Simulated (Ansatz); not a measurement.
# Is the response still linear at 0.4 V/Å? Al(111), 6 layers

The dipole of a slab grows in proportion to a weak field along its normal. Does the weak-field slope carry to a strong field?

How it was computed: Ansatz 0.2.0, plane waves with PAW datasets (its set soft_2), LDA; atoms held at bulk places, 18 Å of vacuum, dipole correction, cell area 7.10 Å², 24×24 k-points, smearing 0.1 eV. Without field the slab has no gap over 0.05 eV.

```
  run  field (V/Å)  dipole (e·Å)
run 1        −0.10      −0.05933
run 2        −0.05      −0.02966
run 3         0.00       0.00000
run 4         0.05       0.02966
run 5         0.10       0.05933
run 6         0.40             ?
```

**Question.** What value belongs in the row marked “?”, and how far can the other rows tell?

A least-squares line through the 5 rows shown has slope 0.593280 and intercept 0.000000; no row lies more than 0.00001 e·Å off it. A perfect conductor with that slope would be 180.95 × 0.59328 / 7.10 = 15.12 Å thick. At 0.40 it gives 0.593280 × 0.40 + 0.000000 = 0.23731 e·Å, beyond the rows fitted. Rounding and scatter of the rows alone allow about ±0.00002 e·Å there.

The run itself gives 0.23747 e·Å: a miss of +0.00016 e·Å. That is under 1 % of the induced dipole, so the response is still linear.

**Limits.** Ions are held, so this is the electronic response. Of the series that stay linear within 1 %, this collection keeps about one in seven, and it keeps all that bend.

[Logs are printed without paths, hosts, clocks, repeated set-up lines and the standing remarks that a program may print on its own settings, such as how far it seeks lower states.]
